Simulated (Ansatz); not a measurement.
# Σ3 (112) boundary in bcc Mo: structure and resistance

Aim: the relaxed structure and the specific resistance of the Σ3 (112) boundary in bcc Mo.

Method: Ansatz plane-wave DFT, PBE, PAW files; relaxation of a bicrystal slab with its lowest layers held; PAW set soft_1, in the first sound run; inputs show where later runs differ, in Ansatz 0.2.0.

## Step 1: The structure

The cell holds 15 atoms: 15 Mo. Cell: a = 2.725 Å, b = 4.451 Å, c = 28.987 Å, α = 90.0°, β = 90.0°, γ = 90.0°. It derives from Mo. built on the (1 1 2) plane; 1 overlapping atoms removed and the grains opened by 0 Å. Vacuum lies along c.

## Step 2: Relaxing the bicrystal

The boundary is built by mirroring the lower grain in the boundary plane and removing any atoms that overlap. A thin bicrystal slab is relaxed first, with the lowest layers held and the upper grain free to shift and open.

input.yaml

```yaml
crystal:
  lattice:
    - [2.7253819457, 0.0, 0.0]
    - [0.0, 4.4505300808, 0.0]
    - [0.0, 0.0, 28.9866031814]
  atoms:
    - { symbol: Mo, position: [0.9999999999, 0.0, 0.1724934781] }
    - { symbol: Mo, position: [0.3333333333, 0.5, 0.2168159315] }
    - { symbol: Mo, position: [0.6666666666, 0.0, 0.261138385] }
    - { symbol: Mo, position: [1.0, 0.5, 0.3054608384] }
    - { symbol: Mo, position: [0.3333333333, 0.0, 0.3497832919] }
    - { symbol: Mo, position: [0.6666666667, 0.5, 0.3941057453] }
    - { symbol: Mo, position: [0.0, 0.0, 0.4384281987] }
    - { symbol: Mo, position: [0.6666666667, 0.5, 0.4827506522] }
    - { symbol: Mo, position: [0.3333333333, 0.0, 0.5270731056] }
    - { symbol: Mo, position: [1.0, 0.5, 0.5713955591] }
    - { symbol: Mo, position: [0.6666666666, 0.0, 0.6157180125] }
    - { symbol: Mo, position: [0.3333333333, 0.5, 0.660040466] }
    - { symbol: Mo, position: [0.9999999999, 0.0, 0.7043629194] }
    - { symbol: Mo, position: [0.6666666666, 0.5, 0.7486853729] }
    - { symbol: Mo, position: [0.3333333332, 0.0, 0.7930078263] }
kpoints:
  mp_grid: { grid: [9, 5, 1] }
hamiltonian:
  xc: pbe
  pseudopotentials: { kind: paw, azcp: { folder: soft_1 } }
scf:
  occupations: { method: fermi_dirac, width: 0.1 }
relax:
  f_tol: 0.03
  max_steps: 80
  constraints: [{ sites: [0, 1, 2] }]
```

Command:

```bash
ansatz run input.yaml --threads 8 --pin off --max-ram 15360MiB --backend cpu --events-out ev --progress --plain --runs-dir out
```

Numbers of over 12 decimals in the logs are rounded to 6 here.

What it wrote:

```text
Engine: ansatz 0.2.0, x86_64-unknown-linux-gnu
Pseudopotentials: kind: paw
Pseudopotential: Mo, paw, valence charge 14, recommended cutoff 420 eV (normal), soft_1/Mo.paw.azcp
Functional definition: PBE
  parameter kappa = 0.804
  parameter beta = 0.066725
  exchange = pbe_x(kappa = kappa, mu = beta*pi^2/3)
  correlation = pbe_c(beta = beta)
Crystal: 15 atoms, lattice volume = 351.590 Å³
Basis set: ecut = 420 eV, 6951 PW (Γ), exchange–correlation on 40×60×400 points (8 copies of the dense FFT grid, shifted against one another)
Bands: 126, of which v1, the nominal top of the filled ones, is band 105 counted from 1 (104 counted from 0)
Symmetry: 2 space group operations
Space group: Pm (ITA 6), of the structure as read, at distance tolerance 7.1e-5 Å
k-points: 15 of 45 (time reversal used)
Non-local potential: Mo, projectors of the file, l = 0: 3, l = 1: 2, l = 2: 2, l = 3: 1
PAW form: soft (Blöchl's): semilocal exchange-correlation on the pseudo side does not see the compensation charge
PAW one-centre angular grid: Mo, 590 points (default); XC on 64 Gauss nodes
Initial density: superposition of atomic densities (neutral atoms: chi_scale 0, normalization atom)
Initial wavefunctions: pseudopotential atomic-orbital guess
Functional: x = pbe(κ = 0.804, μ = 0.219515), c = pbe(β = 0.066725)
SCF iter   1: F=—  HF=-74347.633350 eV  |F-HF|=—  |Δ(HF+E_count)|=         —  Δρ=8.90e-2  dr2=1.82e2  ethr=3.10e-3  ⟨swp⟩=8.2  Hψ=8496  notcnv=0
preconditioner: auto → LDOS  [metal: Δε(μ)=0.008 eV  Ē_g=4.520 eV  σ=0.100 eV  W_gap=0.02  n_scr=78 (ndim 8)  ℏωp=18.8 eV  f_vac=0.281  D(μ)=8.92/eV (n_scr^D=48)  β→1.0]
SCF iter   2: F=—  HF=-74344.795242 eV  |F-HF|=—  |Δ(HF+E_count)|=    2.84e0  Δρ=7.76e-2  dr2=2.34e2  ethr=3.10e-3  ⟨swp⟩=7.0  Hψ=5897  notcnv=0  defer=6
SCF iter   3: F=—  HF=-74335.839023 eV  |F-HF|=—  |Δ(HF+E_count)|=    8.96e0  Δρ=1.27e-2  dr2=3.41e0  ethr=3.10e-3  ⟨swp⟩=5.8  Hψ=5605  notcnv=0  defer=2
SCF iter   4: F=—  HF=-74335.724427 eV  |F-HF|=—  |Δ(HF+E_count)|=   1.15e-1  Δρ=4.30e-3  dr2=1.18e-1  ethr=1.62e-3  ⟨swp⟩=3.4  Hψ=3304  notcnv=0
SCF iter   5: F=—  HF=-74335.701091 eV  |F-HF|=—  |Δ(HF+E_count)|=   2.33e-2  Δρ=1.69e-3  dr2=7.74e-2  ethr=5.64e-5  ⟨swp⟩=3.7  Hψ=4080  notcnv=0  defer=1
SCF iter   6: F=—  HF=-74335.701348 eV  |F-HF|=—  |Δ(HF+E_count)|=   2.57e-4  Δρ=6.12e-4  dr2=4.94e-3  ethr=3.69e-5  ⟨swp⟩=1.1  Hψ=1985  notcnv=0
SCF iter   7: F=—  HF=-74335.701194 eV  |F-HF|=—  |Δ(HF+E_count)|=   1.54e-4  Δρ=2.39e-4  dr2=9.51e-4  ethr=2.35e-6  ⟨swp⟩=2.1  Hψ=2520  notcnv=0
SCF iter   8: F=—  HF=-74335.701305 eV  |F-HF|=—  |Δ(HF+E_count)|=   1.10e-4  Δρ=1.30e-4  dr2=1.02e-4  ethr=4.53e-7  ⟨swp⟩=2.5  Hψ=2495  notcnv=0
SCF iter   9: F=—  HF=-74335.701304 eV  |F-HF|=—  |Δ(HF+E_count)|=   8.70e-7  Δρ=5.81e-5  dr2=6.28e-5  ethr=4.87e-8  ⟨swp⟩=2.2  Hψ=2818  notcnv=0
SCF iter  10: F=-74335.701300 eV  HF=-74335.701302 eV  |F-HF|=1.94e-6  |Δ(HF+E_count)|=   1.52e-6  Δρ=1.82e-5  dr2=2.66e-6  ethr=1.07e-8  ⟨swp⟩=3.5  Hψ=7038  notcnv=0
SCF 1 converged in 10 iterations: F = -74335.701300 eV  dr2 = 2.66e-6
  greatest PAW one-centre occupation: 0.999 electrons in one spin orbital (limit 2), on the Mo atom at site 10 (counted from 0), in its partial waves of l = 0
relax step   1: F+E_penalty+E_count = -74335.70130022 eV  Δ(F+E_penalty+E_count) = +0.000e0 eV  max|allowed force component| = 1.537e0 eV/Å  Δτ_max = 0.0000 Å  (10 SCF iters, dr2 threshold 2.25e-5 eV, accepted)
Initial density: handed on by an earlier stage of this run
Initial wavefunctions: those handed on with the density
iter 1 solved again at ethr=2.01e-3 eV; its pass at ethr=3.10e-3 eV (dr2=4.23e0 eV) is discarded
SCF iter   1: F=—  HF=-74336.017579 eV  |F-HF|=—  |Δ(HF+E_count)|=         —  Δρ=1.29e-2  dr2=4.33e0  ethr=2.01e-3  ⟨swp⟩=1.1  Hψ=6434  notcnv=0
preconditioner: auto → LDOS  [metal: Δε(μ)=0.011 eV  Ē_g=4.019 eV  σ=0.100 eV  W_gap=0.03  n_scr=78 (ndim 8)  ℏωp=18.8 eV  f_vac=0.288  D(μ)=11.21/eV (n_scr^D=70)  β→1.0]
SCF iter   2: F=—  HF=-74335.954164 eV  |F-HF|=—  |Δ(HF+E_count)|=   6.34e-2  Δρ=4.86e-3  dr2=2.27e-1  ethr=2.01e-3  ⟨swp⟩=3.1  Hψ=2405  notcnv=0
SCF iter   3: F=—  HF=-74335.927915 eV  |F-HF|=—  |Δ(HF+E_count)|=   2.62e-2  Δρ=2.27e-3  dr2=6.02e-2  ethr=1.08e-4  ⟨swp⟩=3.1  Hψ=4084  notcnv=0
SCF iter   4: F=—  HF=-74335.919692 eV  |F-HF|=—  |Δ(HF+E_count)|=   8.22e-3  Δρ=3.88e-4  dr2=8.70e-4  ethr=2.87e-5  ⟨swp⟩=2.1  Hψ=2713  notcnv=0
SCF iter   5: F=—  HF=-74335.919559 eV  |F-HF|=—  |Δ(HF+E_count)|=   1.33e-4  Δρ=1.12e-4  dr2=9.10e-5  ethr=4.14e-7  ⟨swp⟩=2.9  Hψ=3820  notcnv=0
SCF iter   6: F=-74335.919579 eV  HF=-74335.919591 eV  |F-HF|=1.15e-5  |Δ(HF+E_count)|=   3.12e-5  Δρ=4.45e-5  dr2=2.12e-5  ethr=4.33e-8  ⟨swp⟩=5.0  Hψ=6291  notcnv=0
SCF 2 converged in 6 iterations: F = -74335.919579 eV  dr2 = 2.12e-5
  greatest PAW one-centre occupation: 0.999 electrons in one spin orbital (limit 2), on the Mo atom at site 9 (counted from 0), in its partial waves of l = 0
relax step   2: F+E_penalty+E_count = -74335.91957915 eV  Δ(F+E_penalty+E_count) = -2.183e-1 eV  max|allowed force component| = 1.052e0 eV/Å  Δτ_max = 0.1950 Å  (6 SCF iters, dr2 threshold 1.00e-4 eV, accepted)
iter 1 solved again at ethr=1.56e-3 eV; its pass at ethr=3.10e-3 eV (dr2=3.28e0 eV) is discarded
SCF iter   1: F=—  HF=-74336.135731 eV  |F-HF|=—  |Δ(HF+E_count)|=         —  Δρ=1.66e-2  dr2=3.16e0  ethr=1.56e-3  ⟨swp⟩=1.0  Hψ=6763  notcnv=0
preconditioner: auto → LDOS  [metal: Δε(μ)=0.037 eV  Ē_g=3.981 eV  σ=0.100 eV  W_gap=0.09  n_scr=78 (ndim 8)  ℏωp=18.8 eV  f_vac=0.282  D(μ)=10.86/eV (n_scr^D=64)  β→1.0]
SCF iter   2: F=—  HF=-74336.062780 eV  |F-HF|=—  |Δ(HF+E_count)|=   7.30e-2  Δρ=7.39e-3  dr2=5.59e-1  ethr=1.50e-3  ⟨swp⟩=2.8  Hψ=3473  notcnv=0
SCF iter   3: F=—  HF=-74336.010102 eV  |F-HF|=—  |Δ(HF+E_count)|=   5.27e-2  Δρ=3.29e-3  dr2=1.16e-1  ethr=2.66e-4  ⟨swp⟩=2.5  Hψ=3681  notcnv=0
SCF iter   4: F=—  HF=-74335.998912 eV  |F-HF|=—  |Δ(HF+E_count)|=   1.12e-2  Δρ=6.25e-4  dr2=1.66e-3  ethr=5.50e-5  ⟨swp⟩=2.1  Hψ=2641  notcnv=0
SCF iter   5: F=—  HF=-74335.997875 eV  |F-HF|=—  |Δ(HF+E_count)|=   1.04e-3  Δρ=1.60e-4  dr2=2.27e-4  ethr=7.93e-7  ⟨swp⟩=3.0  Hψ=3824  notcnv=0
SCF iter   6: F=-74335.997855 eV  HF=-74335.997874 eV  |F-HF|=1.85e-5  |Δ(HF+E_count)|=   1.18e-6  Δρ=5.11e-5  dr2=2.74e-5  ethr=3.30e-8  ⟨swp⟩=3.5  Hψ=7523  notcnv=0
SCF 3 converged in 6 iterations: F = -74335.997855 eV  dr2 = 2.74e-5
  greatest PAW one-centre occupation: 0.999 electrons in one spin orbital (limit 2), on the Mo atom at site 12 (counted from 0), in its partial waves of l = 0
relax step   3: F+E_penalty+E_count = -74335.99785539 eV  Δ(F+E_penalty+E_count) = -7.828e-2 eV  max|allowed force component| = 1.701e-1 eV/Å  Δτ_max = 0.1918 Å  (6 SCF iters, dr2 threshold 6.92e-5 eV, accepted)
[...]
relax step   4: F+E_penalty+E_count = -74335.98360868 eV  Δ(F+E_penalty+E_count) = +1.425e-2 eV  max|allowed force component| = 3.305e-1 eV/Å  Δτ_max = 0.1447 Å  (7 SCF iters, dr2 threshold 1.81e-6 eV, rejected (line search))
SCF iter   1: F=—  HF=-74336.029505 eV  |F-HF|=—  |Δ(HF+E_count)|=         —  Δρ=7.36e-3  dr2=3.42e-1  ethr=2.09e-3  ⟨swp⟩=3.7  Hψ=3605  notcnv=0
preconditioner: auto → LDOS  [metal: Δε(μ)=0.013 eV  Ē_g=3.975 eV  σ=0.100 eV  W_gap=0.03  n_scr=78 (ndim 8)  ℏωp=18.8 eV  f_vac=0.282  D(μ)=11.16/eV (n_scr^D=70)  β→1.0]
SCF iter   2: F=—  HF=-74336.013977 eV  |F-HF|=—  |Δ(HF+E_count)|=   1.55e-2  Δρ=2.62e-3  dr2=4.09e-2  ethr=1.63e-4  ⟨swp⟩=2.2  Hψ=3479  notcnv=0
SCF iter   3: F=—  HF=-74336.006144 eV  |F-HF|=—  |Δ(HF+E_count)|=   7.83e-3  Δρ=1.10e-3  dr2=6.04e-3  ethr=1.95e-5  ⟨swp⟩=2.3  Hψ=3306  notcnv=0
SCF iter   4: F=—  HF=-74336.004642 eV  |F-HF|=—  |Δ(HF+E_count)|=   1.50e-3  Δρ=2.05e-4  dr2=2.02e-4  ethr=2.88e-6  ⟨swp⟩=2.9  Hψ=3596  notcnv=0
SCF iter   5: F=—  HF=-74336.004590 eV  |F-HF|=—  |Δ(HF+E_count)|=   5.26e-5  Δρ=5.07e-5  dr2=2.89e-5  ethr=9.60e-8  ⟨swp⟩=2.7  Hψ=3495  notcnv=0
SCF iter   6: F=—  HF=-74336.004342 eV  |F-HF|=—  |Δ(HF+E_count)|=   2.48e-4  Δρ=1.74e-5  dr2=2.54e-6  ethr=1.38e-8  ⟨swp⟩=2.0  Hψ=2531  notcnv=0
SCF iter   7: F=—  HF=-74336.004342 eV  |F-HF|=—  |Δ(HF+E_count)|=   2.50e-7  Δρ=6.68e-6  dr2=3.97e-7  ethr=1.21e-9  ⟨swp⟩=2.3  Hψ=2741  notcnv=0
SCF iter   8: F=-74336.004342 eV  HF=-74336.004342 eV  |F-HF|=2.29e-8  |Δ(HF+E_count)|=   2.11e-8  Δρ=2.07e-6  dr2=4.23e-8  ethr=4.76e-11  ⟨swp⟩=5.6  Hψ=7221  notcnv=0
SCF 5 converged in 8 iterations: F = -74336.004342 eV  dr2 = 4.23e-8
relax step   5: F+E_penalty+E_count = -74336.00434229 eV  Δ(F+E_penalty+E_count) = -6.487e-3 eV  max|allowed force component| = 2.363e-2 eV/Å  Δτ_max = 0.0355 Å  (8 SCF iters, accepted)
SCF converged after 8 iterations
Free energy (F): -74336.004342 eV
Harris-Foulkes:  -74336.004342 eV  (|F-HF|=2.29e-8)
Internal energy: -74335.632481 eV  (E = F + TS)
E sigma→0 (E₀):  -74335.818412 eV
Entropy (-TS):   -0.371861 eV (-24.791 meV/atom)
Fermi energy:    12.710437 eV
--- Per-component energies (eV) ---
  E_band       = -2555.496428
  E_kinetic    = 6323.028418
  E_local      = -182567.186296  (includes V_loc(G=0)·N_el)
  E_nonlocal   = 2227.553920
  E_hartree    = 88573.146362
  E_xc         = -2637.204654
  E_vxc        = -3287.121605  (∫ρ·V_xc dr)
  E_paw        = -48178.252345  (= ΣΔE_a)
  E_vpaw       = -2398.040710  (= ΣTr[D̂ρ^β])
  E_aug_tail   = 0.000729  (compensation charges beyond the density's cutoff)
  E_ewald      = 61923.281383
  E_smearing   = -0.371861  (= −TS)
  E_closure    = -0.000000  (closes the sum)
  Σ components = -74336.004342   (vs F -74336.004342, Δ=0.00e0)
--- Forces (eV/Å), atoms counted from 1 ---
  atom   1  Mo    -0.05786446     0.00000000     1.48146388
  atom   2  Mo    -0.20932585    -0.00000000    -0.91339478
  atom   3  Mo     0.28594496     0.00000000    -0.55676355
  atom   4  Mo    -0.00485468    -0.00000000     0.00246294
  atom   5  Mo     0.00501739     0.00000000     0.01059085
  atom   6  Mo    -0.00716054     0.00000000    -0.02362906
  atom   7  Mo     0.00456623    -0.00000000    -0.01287475
  atom   8  Mo    -0.00678365     0.00000000     0.02130465
  atom   9  Mo    -0.00081176     0.00000000    -0.00603298
  atom  10  Mo    -0.01639201    -0.00000000     0.01764866
  atom  11  Mo     0.00564138    -0.00000000     0.01220282
  atom  12  Mo    -0.01114117    -0.00000000    -0.00328446
  atom  13  Mo     0.00536721    -0.00000000    -0.02273795
  atom  14  Mo     0.00420053    -0.00000000    -0.00682188
  atom  15  Mo     0.00358270     0.00000000    -0.00016701
  max |Σ_I F_I| component: 3.26e-5 eV/Å
--- Relaxed structure (5 steps of the walk, 4 accepted, 0 SCFs on fresh bases) ---
  F+E_penalty+E_count = -74336.00434229 eV   max|allowed force component| = 2.363e-2 eV/Å
  atoms:
    - { symbol: Mo, position: [1.000000, 0.0, 0.1724934781] }
    - { symbol: Mo, position: [0.3333333333, 0.5, 0.2168159315] }
    - { symbol: Mo, position: [0.6666666666, 0.0, 0.261138385] }
    - { symbol: Mo, position: [0.993162, 0.5, 0.305105] }
    - { symbol: Mo, position: [0.331413, 0, 0.350799] }
    - { symbol: Mo, position: [0.656099, 0.5, 0.393838] }
    - { symbol: Mo, position: [0.00242163, 0, 0.441030] }
    - { symbol: Mo, position: [0.654918, 0.5, 0.488819] }
    - { symbol: Mo, position: [0.331900, 0, 0.531877] }
    - { symbol: Mo, position: [0.986032, 0.5, 0.576905] }
    - { symbol: Mo, position: [0.661945, 0, 0.620575] }
    - { symbol: Mo, position: [0.332096, 0.5, 0.666747] }
    - { symbol: Mo, position: [1.006885, 0, 0.711257] }
    - { symbol: Mo, position: [0.648159, 0.5, 0.756300] }
    - { symbol: Mo, position: [0.312082, 0, 0.793776] }
```

Elapsed: 69 s, on 8 threads of Intel Xeon at 2.50GHz (Skylake/Cascade Lake), shared host; peak memory 1.9 GiB.

Step by step:

```tsv
step	energy less that of the first step (eV)	largest force component (eV/Å)
1	0.0000	1.5368
2	-0.2183	1.0524
3	-0.2966	0.1701
4	-0.2823	0.3305
5	-0.3030	0.0236
```

Relaxation step 4 was tried and not accepted.

Forces are held to the 2 operations that the run works with; a distortion that breaks them can't arise in this run.

The atoms that moved most (Å):

```tsv
atom	dx	dy	dz	length
Mo14	-0.050	0.000	0.221	0.226
Mo13	0.019	0.000	0.200	0.201
Mo12	-0.003	0.000	0.194	0.194
Mo8	-0.032	0.000	0.176	0.179
Mo10	-0.038	0.000	0.160	0.164
Mo11	-0.013	0.000	0.141	0.141
Mo9	-0.004	0.000	0.139	0.139
Mo7	0.007	0.000	0.075	0.076
```

Final coordinates:

```cif
data_structure
_symmetry_space_group_name_H-M 'P 1'
_symmetry_Int_Tables_number 1
_cell_length_a 2.7254
_cell_length_b 4.4505
_cell_length_c 28.9866
_cell_angle_alpha 90.000
_cell_angle_beta 90.000
_cell_angle_gamma 90.000
_cell_volume 351.59
loop_
_atom_site_label
_atom_site_type_symbol
_atom_site_fract_x
_atom_site_fract_y
_atom_site_fract_z
_atom_site_occupancy
Mo1 Mo 0.00000 0.00000 0.17249 1
Mo2 Mo 0.33333 0.50000 0.21682 1
Mo3 Mo 0.66667 0.00000 0.26114 1
Mo4 Mo 0.99316 0.50000 0.30510 1
Mo5 Mo 0.33141 0.00000 0.35080 1
Mo6 Mo 0.65610 0.50000 0.39384 1
Mo7 Mo 0.00242 0.00000 0.44103 1
Mo8 Mo 0.65492 0.50000 0.48882 1
Mo9 Mo 0.33190 0.00000 0.53188 1
Mo10 Mo 0.98603 0.50000 0.57690 1
Mo11 Mo 0.66194 0.00000 0.62058 1
Mo12 Mo 0.33210 0.50000 0.66675 1
Mo13 Mo 0.00688 0.00000 0.71126 1
Mo14 Mo 0.64816 0.50000 0.75630 1
Mo15 Mo 0.31208 0.00000 0.79378 1
```

Numbers from this step:

```yaml
free_energy: -74336.0043 eV
energy_at_zero_smearing: -74335.8184 eV
fermi_energy: 12.71 eV
```

The largest force component on a free atom ends at 0.024 eV/Å, under the tolerance of 0.03, after 5 steps.

(Part 1 of 3 ends here.)

[Logs are printed without paths, hosts, clocks, repeated set-up lines and the standing remarks that a program may print on its own settings, such as how far it seeks lower states.]

[Hosts, paths, dates, database ids (printed as entryN), source tags and the programs' standing remarks are cut or masked in the printed files.]
